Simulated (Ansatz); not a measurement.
Rows from a G0W0 calculation on AlGaAs2 (zincblende [001] superlattice) (P-4m2) (Ansatz 0.2.0; G0W0 on PBEsol, plane waves, PAW; 4×4×4 mesh, 68 empty bands, screening to 48 eV), in eV. Spin-orbit coupling is left out.

| row | Σx | Σc | Vxc | Z |
| --- | --- | --- | --- | --- |
| A | -16.37 | 1.71 | -14.67 | 0.76 |
| B | -15.36 | 2.47 | -12.69 | 0.73 |
| C | -10.50 | -3.31 | -14.65 | 0.78 |
| D | -6.13 | -3.49 | -9.89 | 0.78 |
| E | -6.13 | -3.49 | -9.89 | 0.78 |
| F | -6.45 | -3.54 | -10.26 | 0.78 |

Question: Which rows are filled states and which are empty ones, and how can one tell?

Filled: A and B. Empty: C, D, E and F. The sign of Σc tells: for a filled state bare exchange, which holds its interaction with itself, lies below Vxc (Σx − Vxc is -1.7 eV or lower here) and screening gives part back as a positive Σc. For an empty state Σx lies above Vxc (+3.8 eV or more) and the Coulomb hole leaves Σc negative.

[Paths, hosts, dates, memory and timing lines, banners, echoed tables and standing remarks are left out of the program output; an Ansatz launch command may be rebuilt from the run's recorded settings. Measured values are a selection of at most five: reports struck by readers or far from the other reports are left out. None is set beside runs whose start may be inverted or whose files or cutoffs have a known fault.]

[Runs of the session that timed out or met a known fault of the program may be left out.]

[Cells called generated may have been cut or substituted from an entry of the Crystallography Open Database or the Materials Project.]

[Hosts, paths, dates, database ids (printed as entryN), source tags and the programs' standing remarks are cut or masked in the printed files.]

[Where the starting crystal was built by hand or by swapping elements, it need not be the compound's stable phase.]
